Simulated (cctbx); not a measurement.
**YbZrMn2Zn6W2: as given, inverted or twinned?**

Space group Cm (no. 8), a = 9.3030 Å, b = 4.9620 Å, c = 8.6240 Å, α = 90.00°, β = 91.02°, γ = 90.00°.

| atom | mult. | x | y | z | Ueq (Å²) |
| --- | --- | --- | --- | --- | --- |
| W1 | 2 | 0.3424 | 0 | 0.0651 | 0.0177 |
| W2 | 2 | 0.3321 | 0 | 0.4321 | 0.0111 |
| Yb1 | 2 | 0.1697 | 1/2 | 0.5578 | 0.0157 |
| Zr1 | 2 | 0.1625 | 1/2 | 0.9492 | 0.0159 |
| Zn1 | 4 | 0.0857 | 0.2499 | 0.2423 | 0.0184 |
| Zn2 | 2 | 0.3265 | 1/2 | 0.2475 | 0.0183 |
| Zn3 | 2 | 0.1663 | 0 | 0.7644 | 0.0253 |
| Zn4 | 2 | 0.4988 | 1/2 | 0.0036 | 0.0171 |
| Zn5 | 2 | 0.0010 | 0 | 0.5004 | 0.0183 |
| Mn1 | 4 | 0.4177 | 0.2415 | 0.7621 | 0.0223 |

This is a model crystal, built by substitution and not relaxed, with assumed displacement parameters.

Data sets are simulated with cctbx and refined with Bijvoet mates kept apart; Flack x is then fitted as the share of an inverted twin with the atoms fixed, Hooft y from the Bijvoet differences. The group is acentric but holds improper operations, so there is an absolute structure (orientation) and no hand.

Untwinned crystal. What Flack and Hooft values should come out?

| λ (Å) | extinction (unmodelled) | d min (Å) | top counts | error (%) | model | R1 | Flack x | s.u. | Hooft y | s.u. | pairs |
| --- | --- | --- | --- | --- | --- | --- | --- | --- | --- | --- | --- |
| 0.71073 | 0.3 | 0.77 | 20000 | 2 | as given | 0.0165 | -0.011 | 0.013 | -0.009 | 0.011 | 476 |
| 0.71073 | 0.3 | 0.77 | 20000 | 2 | inverted | 0.0435 | 1.026 | 0.016 | 1.040 | 0.012 | 476 |
| 1.54184 | 0.3 | 0.83 | 5000 | 4 | as given | 0.0243 | 0.019 | 0.012 | 0.011 | 0.016 | 380 |

With Mo Kα, x is within 3 s.u. of 0, so the absolute structure is right. With Cu Kα, x is within 3 s.u. of 0, so the absolute structure is right. Inverting the model turns x into about 1 − x.

A further crystal gives:

| λ (Å) | extinction (unmodelled) | d min (Å) | top counts | error (%) | model | R1 | Flack x | s.u. | Hooft y | s.u. | pairs |
| --- | --- | --- | --- | --- | --- | --- | --- | --- | --- | --- | --- |
| 1.54184 | 0 | 0.8 | 20000 | 6 | as given | 0.0259 | 0.145 | 0.01 | 0.154 | 0.013 | 423 |

**Question.** What is it?

It was simulated as an inversion twin with a fraction 0.15 of the inverted domain. Flack x is over 3 s.u. from both 0 and 1 and reads that fraction.
